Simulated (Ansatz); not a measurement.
# Mg2B4Ru: relaxing a made-up structure

Starting from a made-up structure for Mg2B4Ru, the aim is the relaxed cell, its shortest contacts and, where a second run follows, its electronic structure.

Calculated with Ansatz 0.2.0; DFT, r2SCAN, plane-wave PAW, files of the set soft_1, scalar-relativistic, no spin, cell and ions relaxed at zero pressure; PAW set soft_1.

## Step 1: The structure

Symmetry: Immm, No. 71, orthorhombic system. The conventional cell has a = 3.240 Å, b = 3.254 Å, c = 13.963 Å, α = 90.00°, β = 90.00°, γ = 90.00°. Nearest to Ru lie 12 B at 2.49 to 2.63 Å. Nearest to Mg lie 7 B at 2.28 to 2.35 Å. Nearest to B lie 3 B at 1.93 to 1.96 Å and 2 Mg at 2.28 Å and 4 Ru at 2.49 Å. Nearest to B lie 2 B at 1.96 Å and 5 Mg at 2.35 Å and 2 Ru at 2.63 Å. Farther neighbours are not listed.

## Step 2: Relaxing cell and atoms

The guessed cell has no reason to be at equilibrium. It is relaxed with the atoms, within the space group of the guess.

The input, input.yaml:

```yaml
crystal:
  lattice:
    - [-1.62, 1.627, 6.9815]
    - [1.62, -1.627, 6.9815]
    - [1.62, 1.627, -6.9815]
  atoms:
    - { symbol: Ru, position: [0.0, 0.5, 0.5] }
    - { symbol: Mg, position: [0.8162, 0.8162, 0.0] }
    - { symbol: Mg, position: [0.1838, 0.1838, 0.0] }
    - { symbol: B, position: [0.5692, 0.0692, 0.5] }
    - { symbol: B, position: [0.4308, 0.9308, 0.5] }
    - { symbol: B, position: [0.6477, 0.6477, 0.0] }
    - { symbol: B, position: [0.3523, 0.3523, 0.0] }
kpoints:
  mp_grid: { grid: [11, 11, 11] }
scf:
  occupations: { method: fermi_dirac, width: 0.05 }
hamiltonian:
  xc: r2scan
  pseudopotentials: { kind: paw, azcp: { folder: soft_1 } }
relax:
  f_tol: 0.015
  max_steps: 70
  cell: {}
output:
  forces: true
  stress: true
```

On the command line:

```bash
> ansatz run input.yaml --threads 4 --pin off --max-ram 10240MiB --backend cpu --events-out ev --progress --plain --runs-dir out
```

Numbers of over 12 decimals in the logs are rounded to 6 here.

Log:

```text
basis.fft_grid_basis auto: the FFT boxes are laid along the combinations [[1, 0, 1], [0, 1, 1], [0, 0, 1]] of the cell's own vectors, 3.254, 3.240 and 7.349 Å long. The dense box has 24×24×54 points. Along the cell's own vectors, as sized, it would have 54×54×54, 5.06 times as many. Of the 8 symmetry operations that the crystal satisfies within crystal.symmetry.tolerance (time reversal apart; of a slab, those that ke [...]
Engine: ansatz 0.2.0, aarch64-unknown-linux-gnu
Pseudopotentials: kind: paw
Pseudopotential: Ru, paw, valence charge 16, recommended cutoff 500 eV (meta_gga), soft_1/Ru.paw.azcp
Pseudopotential: Mg, paw, valence charge 10, recommended cutoff 500 eV (meta_gga), soft_1/Mg.paw.azcp
Pseudopotential: B, paw, valence charge 3, recommended cutoff 500 eV (meta_gga), soft_1/B.paw.azcp
Functional definition: r2SCAN
  parameter k0 = 0.174
  parameter k1 = 0.065
  parameter a1 = 4.9479
  exchange = r2scan_x(k0 = k0, k1 = k1, a1 = a1)
  correlation = r2scan_c
Crystal: 7 atoms, lattice volume = 73.606 Å³
Basis set: ecut = 500 eV, 1865 PW (Γ), FFT grids on a1+a3, a2+a3, a3, exchange–correlation on 96×96×216 points (64 copies of the dense FFT grid, shifted against one another)
Bands: 31, of which v1, the nominal top of the filled ones, is band 24 counted from 1 (23 counted from 0)
Symmetry: 8 space group operations
Space group: Immm (ITA 71), of the structure as read, at distance tolerance 4.2e-5 Å
k-points: 216 of 1331
Non-local potential: Ru, projectors of the file, l = 0: 3, l = 1: 2, l = 2: 2, l = 3: 1
Non-local potential: Mg, projectors of the file, l = 0: 3, l = 1: 2, l = 2: 1
Non-local potential: B, projectors of the file, l = 0: 2, l = 1: 2, l = 2: 1
PAW form: soft (Blöchl's): semilocal exchange-correlation on the pseudo side does not see the compensation charge
PAW frozen core: Ru, regenerated for the run's functional (the file was generated under x = pbe(κ = 0.804, μ = 0.219515), c = pbe(β = 0.066725))
PAW frozen core: Mg, regenerated for the run's functional (the file was generated under x = pbe(κ = 0.804, μ = 0.219515), c = pbe(β = 0.066725))
PAW frozen core: B, regenerated for the run's functional (the file was generated under x = pbe(κ = 0.804, μ = 0.219515), c = pbe(β = 0.066725))
PAW one-centre angular grid: Ru, 590 points (default); XC on 160 Gauss nodes
PAW one-centre angular grid: Mg, 302 points (default); XC on 224 Gauss nodes
PAW one-centre angular grid: B, 302 points (default); XC on 223 of its mesh's 2233 points in the sphere
Initial density: superposition of atomic densities (chi_scale 0.1, normalization cell, long waves kept (reshape's long-wave potential 0.30 eV rms))
Initial wavefunctions: pseudopotential atomic-orbital guess
Functional: x = r2scan, c = r2scan; τ floored in thin density (d = 2e-4 eV/Å³)
SCF iter   1: F=—  HF=-10384.149854 eV  |F-HF|=—  |Δ(HF+E_count)|=         —  Δρ=2.63e-1  dr2=1.67e2  dr2_τ=4.62e0  ethr=3.10e-3  ⟨swp⟩=6.1  Hψ=31209  notcnv=0  defer=9
preconditioner: auto → Kerker (q_TF=auto, 2.541 Å⁻¹)  [metal: Δε(μ)=0.012 eV  Ē_g=9.324 eV  σ=0.050 eV  W_gap=0.06  n_scr=20 (ndim 8)  ℏωp=21.2 eV  f_vac=0.000  D(μ)=2.05/eV (n_scr^D=12)]
SCF iter   2: F=—  HF=-10368.803682 eV  |F-HF|=—  |Δ(HF+E_count)|=    1.53e1  Δρ=1.19e-1  dr2=1.26e1  dr2_τ=6.71e0  ethr=3.10e-3  ⟨swp⟩=4.0  Hψ=18788  notcnv=0  defer=195
SCF iter   3: F=—  HF=-10368.077982 eV  |F-HF|=—  |Δ(HF+E_count)|=   7.26e-1  Δρ=3.54e-2  dr2=3.12e0  dr2_τ=4.49e-2  ethr=3.10e-3  ⟨swp⟩=2.5  Hψ=14429  notcnv=0  defer=234
SCF iter   4: F=—  HF=-10367.918707 eV  |F-HF|=—  |Δ(HF+E_count)|=   1.59e-1  Δρ=2.30e-2  dr2=3.05e-1  dr2_τ=4.02e-2  ethr=3.10e-3  ⟨swp⟩=2.1  Hψ=9622  notcnv=0  defer=211
SCF iter   5: F=—  HF=-10367.882546 eV  |F-HF|=—  |Δ(HF+E_count)|=   3.62e-2  Δρ=9.90e-3  dr2=5.02e-2  dr2_τ=1.08e-3  ethr=6.36e-4  ⟨swp⟩=2.3  Hψ=9950  notcnv=0  defer=211
SCF iter   6: F=—  HF=-10367.877459 eV  |F-HF|=—  |Δ(HF+E_count)|=   5.09e-3  Δρ=1.35e-3  dr2=3.89e-3  dr2_τ=1.15e-4  ethr=1.05e-4  ⟨swp⟩=2.1  Hψ=10729  notcnv=0  defer=211
SCF iter   7: F=—  HF=-10367.877760 eV  |F-HF|=—  |Δ(HF+E_count)|=   3.00e-4  Δρ=5.20e-4  dr2=4.60e-4  dr2_τ=1.41e-5  ethr=8.11e-6  ⟨swp⟩=2.0  Hψ=8433  notcnv=0  defer=211
SCF iter   8: F=—  HF=-10367.877806 eV  |F-HF|=—  |Δ(HF+E_count)|=   4.58e-5  Δρ=1.87e-4  dr2=2.59e-5  dr2_τ=1.82e-6  ethr=9.59e-7  ⟨swp⟩=2.4  Hψ=9260  notcnv=0  defer=211
SCF iter   9: F=—  HF=-10367.877802 eV  |F-HF|=—  |Δ(HF+E_count)|=   3.85e-6  Δρ=6.42e-5  dr2=3.36e-6  dr2_τ=1.57e-7  ethr=5.39e-8  ⟨swp⟩=2.4  Hψ=11106  notcnv=0  defer=211
SCF iter  10: F=—  HF=-10367.877803 eV  |F-HF|=—  |Δ(HF+E_count)|=   1.38e-6  Δρ=1.39e-5  dr2=2.88e-7  dr2_τ=1.14e-8  ethr=6.99e-9  ⟨swp⟩=2.0  Hψ=8943  notcnv=0  defer=211
SCF iter  11: F=-10367.877803 eV  HF=-10367.877803 eV  |F-HF|=5.50e-9  |Δ(HF+E_count)|=   1.65e-7  Δρ=5.94e-6  dr2=3.72e-8  dr2_τ=1.12e-9  ethr=2.08e-10  ⟨swp⟩=4.4  Hψ=22002  notcnv=0
SCF 1 converged in 11 iterations: F = -10367.877803 eV  dr2 = 3.72e-8
  greatest PAW one-centre occupation: 1.000 electrons in one spin orbital (limit 2), on the Mg atom at site 2 (counted from 0), in its partial waves of l = 0
relax step   1: F+E_penalty+E_count = -10367.87780323 eV  Δ(F+E_penalty+E_count) = +0.000e0 eV  max|allowed force component| = 3.916e0 eV/Å  Δτ_max = 0.0000 Å  P = -10.278 GPa  Ω = 73.606 Å³  (11 SCF iters, dr2 threshold 1.00e-7 eV, accepted)
Crystal: 7 atoms, lattice volume = 70.941 Å³
Basis set: ecut = 500 eV, 1779 PW (Γ), FFT grids on a1+a3, a2+a3, a3, exchange–correlation on 96×96×216 points (64 copies of the dense FFT grid, shifted against one another)
Initial density: handed on by an earlier stage of this run
Initial wavefunctions: those handed on with the density
iter 1 solved again at ethr=1.49e-3 eV; its pass at ethr=3.10e-3 eV (dr2=7.14e-1 eV) is discarded
SCF iter   1: F=—  HF=-10369.573935 eV  |F-HF|=—  |Δ(HF+E_count)|=         —  Δρ=2.46e-2  dr2=7.18e-1  dr2_τ=1.85e-1  ethr=1.49e-3  ⟨swp⟩=1.1  Hψ=35285  notcnv=0
preconditioner: auto → Kerker (q_TF=auto, 2.556 Å⁻¹)  [metal: Δε(μ)=0.010 eV  Ē_g=9.041 eV  σ=0.050 eV  W_gap=0.05  n_scr=20 (ndim 8)  ℏωp=21.6 eV  f_vac=0.000  D(μ)=1.51/eV (n_scr^D=8)]
SCF iter   2: F=—  HF=-10369.548988 eV  |F-HF|=—  |Δ(HF+E_count)|=   2.49e-2  Δρ=1.27e-2  dr2=3.15e-1  dr2_τ=2.46e-2  ethr=1.49e-3  ⟨swp⟩=2.0  Hψ=9263  notcnv=0
SCF iter   3: F=—  HF=-10369.519852 eV  |F-HF|=—  |Δ(HF+E_count)|=   2.91e-2  Δρ=7.10e-3  dr2=1.00e-1  dr2_τ=2.01e-3  ethr=6.56e-4  ⟨swp⟩=2.0  Hψ=9389  notcnv=0  defer=137
[...]
SCF iter   5: F=—  HF=-10369.900896 eV  |F-HF|=—  |Δ(HF+E_count)|=   4.30e-4  Δρ=3.45e-4  dr2=2.64e-4  dr2_τ=3.46e-6  ethr=9.12e-6  ⟨swp⟩=1.6  Hψ=6825  notcnv=0  defer=230
SCF iter   6: F=—  HF=-10369.900854 eV  |F-HF|=—  |Δ(HF+E_count)|=   4.13e-5  Δρ=1.26e-4  dr2=2.03e-5  dr2_τ=1.25e-6  ethr=5.50e-7  ⟨swp⟩=2.2  Hψ=8947  notcnv=0  defer=230
SCF iter   7: F=—  HF=-10369.900854 eV  |F-HF|=—  |Δ(HF+E_count)|=   2.11e-7  Δρ=3.64e-5  dr2=9.62e-7  dr2_τ=4.67e-8  ethr=4.24e-8  ⟨swp⟩=2.6  Hψ=11794  notcnv=0  defer=230
SCF iter   8: F=-10369.900855 eV  HF=-10369.900855 eV  |F-HF|=2.31e-8  |Δ(HF+E_count)|=   5.35e-7  Δρ=1.34e-5  dr2=1.63e-7  dr2_τ=8.56e-9  ethr=1.46e-9  ⟨swp⟩=4.4  Hψ=21590  notcnv=0
SCF 3 converged in 8 iterations: F = -10369.900855 eV  dr2 = 1.63e-7
relax step   3: F+E_penalty+E_count = -10369.90085479 eV  Δ(F+E_penalty+E_count) = -4.042e-1 eV  max|allowed force component| = 2.792e-1 eV/Å  Δτ_max = 0.1659 Å  P = +5.665 GPa  Ω = 69.390 Å³  energy of the carried Pulay correction = +8.873e-4 eV  (8 SCF iters, dr2 threshold 7.00e-7 eV, accepted)
[...]
relax step   4: F+E_penalty+E_count = -10369.96188353 eV  Δ(F+E_penalty+E_count) = -6.103e-2 eV  max|allowed force component| = 1.679e-1 eV/Å  Δτ_max = 0.0361 Å  P = -1.037 GPa  Ω = 72.238 Å³  energy of the carried Pulay correction = +2.823e-4 eV  (7 SCF iters, dr2 threshold 7.00e-7 eV, accepted)
[...]
relax step   5: F+E_penalty+E_count = -10369.97045984 eV  Δ(F+E_penalty+E_count) = -8.576e-3 eV  max|allowed force component| = 8.575e-2 eV/Å  Δτ_max = 0.0187 Å  P = -0.033 GPa  Ω = 72.090 Å³  energy of the carried Pulay correction = +3.130e-4 eV  (6 SCF iters, dr2 threshold 7.00e-7 eV, accepted)
[...]
relax step   6: F+E_penalty+E_count = -10369.97112187 eV  Δ(F+E_penalty+E_count) = -6.620e-4 eV  max|allowed force component| = 2.102e-2 eV/Å  Δτ_max = 0.0062 Å  P = -0.241 GPa  Ω = 72.204 Å³  energy of the carried Pulay correction = +2.893e-4 eV  (6 SCF iters, dr2 threshold 4.60e-7 eV, accepted)
[...]
relax step   7: F+E_penalty+E_count = -10369.97129105 eV  Δ(F+E_penalty+E_count) = -1.692e-4 eV  max|allowed force component| = 3.522e-3 eV/Å  Δτ_max = 0.0016 Å  P = +0.006 GPa  Ω = 72.126 Å³  energy of the carried Pulay correction = +3.056e-4 eV  (5 SCF iters, dr2 threshold 2.73e-7 eV, accepted)
Basis set: ecut = 500 eV, 1851 PW (Γ), FFT grids on a1+a3, a2+a3, a3, exchange–correlation on 100×96×216 points (64 copies of the dense FFT grid, shifted against one another)
Initial wavefunctions: pseudopotential atomic-orbital guess (no wavefunctions were taken with the density)
iter 1 solved again at ethr=1.65e-7 eV; its pass at ethr=3.10e-3 eV (dr2=7.90e-5 eV) is discarded
SCF iter   1: F=—  HF=-10369.970144 eV  |F-HF|=—  |Δ(HF+E_count)|=         —  Δρ=4.47e-4  dr2=3.37e-6  dr2_τ=4.42e-6  ethr=1.65e-7  ⟨swp⟩=3.6  Hψ=48588  notcnv=0
preconditioner: auto → Kerker (q_TF=auto, 2.549 Å⁻¹)  [metal: Δε(μ)=0.027 eV  Ē_g=9.024 eV  σ=0.050 eV  W_gap=0.13  n_scr=20 (ndim 8)  ℏωp=21.4 eV  f_vac=0.000  D(μ)=1.42/eV (n_scr^D=4)]
SCF iter   2: F=—  HF=-10369.970797 eV  |F-HF|=—  |Δ(HF+E_count)|=   6.53e-4  Δρ=2.26e-4  dr2=8.25e-7  dr2_τ=1.48e-5  ethr=7.01e-9  ⟨swp⟩=2.0  Hψ=9295  notcnv=0
SCF iter   3: F=—  HF=-10369.971053 eV  |F-HF|=—  |Δ(HF+E_count)|=   2.55e-4  Δρ=2.55e-5  dr2=3.26e-7  dr2_τ=1.66e-7  ethr=1.72e-9  ⟨swp⟩=2.0  Hψ=11279  notcnv=0
SCF iter   4: F=—  HF=-10369.971055 eV  |F-HF|=—  |Δ(HF+E_count)|=   2.12e-6  Δρ=5.16e-6  dr2=1.80e-8  dr2_τ=1.32e-9  ethr=6.80e-10  ⟨swp⟩=2.4  Hψ=9727  notcnv=0
SCF iter   5: F=—  HF=-10369.971055 eV  |F-HF|=—  |Δ(HF+E_count)|=   2.70e-8  Δρ=1.46e-6  dr2=4.42e-9  dr2_τ=3.31e-10  ethr=3.76e-11  ⟨swp⟩=2.0  Hψ=9767  notcnv=0
SCF iter   6: F=—  HF=-10369.971055 eV  |F-HF|=—  |Δ(HF+E_count)|=   1.12e-9  Δρ=4.81e-7  dr2=6.93e-10  dr2_τ=1.65e-11  ethr=9.21e-12  ⟨swp⟩=2.6  Hψ=10727  notcnv=0
SCF iter   7: F=—  HF=-10369.971055 eV  |F-HF|=—  |Δ(HF+E_count)|=  9.46e-11  Δρ=1.79e-7  dr2=8.61e-11  dr2_τ=2.21e-12  ethr=1.44e-12  ⟨swp⟩=2.0  Hψ=7555  notcnv=0
SCF iter   8: F=-10369.971055 eV  HF=-10369.971055 eV  |F-HF|=5.46e-12  |Δ(HF+E_count)|=  1.09e-11  Δρ=5.04e-8  dr2=1.79e-12  dr2_τ=1.14e-13  ethr=1.00e-12  ⟨swp⟩=4.3  Hψ=19906  notcnv=0
SCF 8 converged in 8 iterations: F = -10369.971055 eV  dr2 = 1.79e-12
relax step   8: F+E_penalty+E_count = -10369.97105503 eV  Δ(F+E_penalty+E_count) = +2.360e-4 eV  max|allowed force component| = 3.707e-3 eV/Å  Δτ_max = 0.0000 Å  P = +0.009 GPa  Ω = 72.126 Å³  stress off target by 3.18e-2 GPa  SCF on the basis re-selected at this cell (its energy is not comparable with the rows above)  (8 SCF iters)
basis re-selected at this cell: Δ(F+E_penalty+E_count) = +2.360e-4 eV, ΔP = +0.003 GPa vs the last step (what re-selecting the basis moved, of the pressure what is left beyond the Pulay correction that the steps carried, after the strain that the cell walked since its last selection, with what the two solves' SCF thresholds leave and, on support functions, any second-order correction that the steps lacked; it is no measure of the basis error at this ecutwfc). The dense FFT grid was sized anew with the basis: this SCF ran on 25×24×54 points, the steps before it on 24×24×54, so part of this shift can come from that change (see relax.cell in the input reference). [rest of the remark cut]
SCF converged after 8 iterations
Free energy (F): -10369.971055 eV
Harris-Foulkes:  -10369.971055 eV  (|F-HF|=5.46e-12)
Internal energy: -10369.959427 eV  (E = F + TS)
E sigma→0 (E₀):  -10369.965241 eV
Entropy (-TS):   -0.011628 eV (-1.661 meV/atom)
Fermi energy:    12.510982 eV
--- Per-component energies (eV) ---
  E_band       = -790.890165
  E_kinetic    = 799.129273
  E_local      = -5141.335319  (includes V_loc(G=0)·N_el)
  E_nonlocal   = 836.711449
  E_hartree    = 1793.597421
  E_xc         = -342.184792
  E_vxc        = -479.199648  (∫ρ·V_xc dr)
  E_paw        = -4448.180012  (= ΣΔE_a)
  E_vpaw       = -423.015591  (= ΣTr[D̂ρ^β])
  E_aug_tail   = 0.000575  (compensation charges beyond the density's cutoff)
  E_vtau       = 29.624287  (kinetic-family band-sum trace: ∫τ·v_τ [+ j·A + Jᵃ·Aᵃ] dr)
  E_ewald      = -3867.260885
  E_core_change = -0.437137  (= ΣΔE_core)
  E_smearing   = -0.011628  (= −TS)
  E_closure    = -0.000000  (closes the sum)
  Σ components = -10369.971055   (vs F -10369.971055, Δ=0.00e0)
--- Forces (eV/Å), atoms counted from 1 ---
  atom   1  Ru     0.00000000     0.00000000    -0.00000000
  atom   2  Mg    -0.00000000     0.00000000    -0.00115671
  atom   3  Mg     0.00000000     0.00000000     0.00115671
  atom   4  B      0.00000000     0.00000000    -0.00342472
  atom   5  B     -0.00000000     0.00000000     0.00342472
  atom   6  B      0.00000000     0.00000000     0.00370650
  atom   7  B     -0.00000000     0.00000000    -0.00370650
  max |Σ_I F_I| component: 8.67e-19 eV/Å
--- Stress (GPa, compression-positive) ---
       -0.002252       0.000000      -0.000000
        0.000000      -0.003894      -0.000000
       -0.000000      -0.000000       0.031838
  P = ⅓ Tr σ = 0.0086 GPa (0.086 kbar)
--- Relaxed structure (7 steps of the walk, 7 accepted, 1 SCFs on fresh bases) ---
  F+E_penalty+E_count = -10369.97105503 eV   max|allowed force component| = 3.707e-3 eV/Å   (the final SCF, on the basis selected at the relaxed cell)
  cell:  # Å, volume = 72.1259 Å³
    - [-1.517682, 1.686636, 7.044159]
    - [1.517682, -1.686636, 7.044159]
    - [1.517682, 1.686636, -7.044159]
  atoms:
    - { symbol: Ru, position: [0, 0.5, 0.5] }
    - { symbol: Mg, position: [0.818444, 0.818444, 0] }
    - { symbol: Mg, position: [0.181556, 0.181556, 0] }
    - { symbol: B, position: [0.562763, 0.062763, 0.500000] }
    - { symbol: B, position: [0.437237, 0.937237, 0.500000] }
    - { symbol: B, position: [0.618512, 0.618512, 0] }
    - { symbol: B, position: [0.381488, 0.381488, 0] }
```

It took 1.7 min on 4 threads of Arm Neoverse V1, shared host; peak memory 0.87 GiB; 6.6 min of CPU time.

Step by step:

| step | energy less that of the first step (eV) | largest force component (eV/Å) | pressure (GPa) | volume (Å³) |
| --- | --- | --- | --- | --- |
| 1 | 0.0000 | 3.9165 | -10.28 | 73.61 |
| 2 | -1.6189 | 1.9289 | -3.96 | 70.94 |
| 3 | -2.0231 | 0.2792 | 5.66 | 69.39 |
| 4 | -2.0841 | 0.1679 | -1.04 | 72.24 |
| 5 | -2.0927 | 0.0858 | -0.03 | 72.09 |
| 6 | -2.0933 | 0.0210 | -0.24 | 72.20 |
| 7 | -2.0935 | 0.0035 | 0.01 | 72.13 |
| 8* | -2.0933 | 0.0037 | 0.01 | 72.13 |

Relaxation steps marked * repeat the geometry before them on a plane-wave basis chosen anew for their cell, so energy and pressure can jump there.

The run keeps the 8 symmetry operations that it works with, so distortions that break them were not tested.

```
conventional cell, symmetrised  before   after  change
                         a (Å)   3.240   3.035  -6.3 %
                         b (Å)   3.254   3.373  +3.7 %
                         c (Å)  13.963  14.088  +0.9 %
              volume (Å³/atom)   10.52   10.30  -2.0 %
```

The atoms that moved most (Å, as changes of fractional coordinates times the final cell):

```csv
atom,dx,dy,dz,length
B7,0.000,0.000,0.411,0.411
B6,0.000,0.000,-0.411,0.411
B5,0.000,0.000,0.091,0.091
B4,0.000,0.000,-0.091,0.091
Mg2,0.000,0.000,0.032,0.032
Mg3,0.000,0.000,-0.032,0.032
```

The relaxed structure:

```xyz
7
Lattice="-1.5177 1.6866 7.0442 1.5177 -1.6866 7.0442 1.5177 1.6866 -7.0442" Properties=species:S:1:pos:R:3 pbc="T T T"
Ru    1.5177    0.0000    0.0000
Mg    0.0000    0.0000   11.5305
Mg    0.0000    0.0000    2.5578
B     0.0000    1.6866    0.8842
B     1.5177    0.0000    6.1599
B     0.0000    0.0000    8.7138
B     0.0000    0.0000    5.3745
```

This step gave:

```yaml
free_energy: -10369.9711 eV
energy_at_zero_smearing: -10369.9652 eV
smearing_term_ts: 0.01163 eV
fermi_energy: 12.51 eV
electrons: 48
symmetry_operations: 8
pressure: 0.008564 GPa
```

Shortest distances by pair of elements, guess and relaxed (not always the same contact):

```csv
pair,guess (Å),relaxed (Å)
B–B,1.932,1.709
B–Ru,2.491,2.373
B–Mg,2.282,2.376
Mg–Ru,3.035,2.974
Mg–Mg,2.948,2.978
```

The relaxation ends with a largest force component of 0.0037 eV/Å and a pressure of 0.01 GPa.

## Step 3: What came out

```
space group, relaxed : Immm
conventional cell    : a = 3.035, b = 3.373, c = 14.088 Å; α = 90.0°, β = 90.0°, γ = 90.0°
volume per atom      : 10.30 Å³ (guess 10.52)
```

Mg2B4Ru relaxes to Immm with a = 3.035, b = 3.373 and c = 14.088 Å. The guessed volume was 2 % too large. The space group Immm was held in the relaxation, so the end point is a stationary structure within it and may be a saddle against distortions or other arrangements. Mesh and cutoff weren't tested. No dispersion term is used, so weakly bound directions may come out too long. The runs have no spin, and magnetism wasn't tested. Nothing here tests whether the compound is stable against decomposition.

[Logs are printed without paths, hosts, clocks, repeated set-up lines and the standing remarks that a program may print on its own settings, such as how far it seeks lower states.]

[Hosts, paths, dates, database ids (printed as entryN), source tags and the programs' standing remarks are cut or masked in the printed files.]
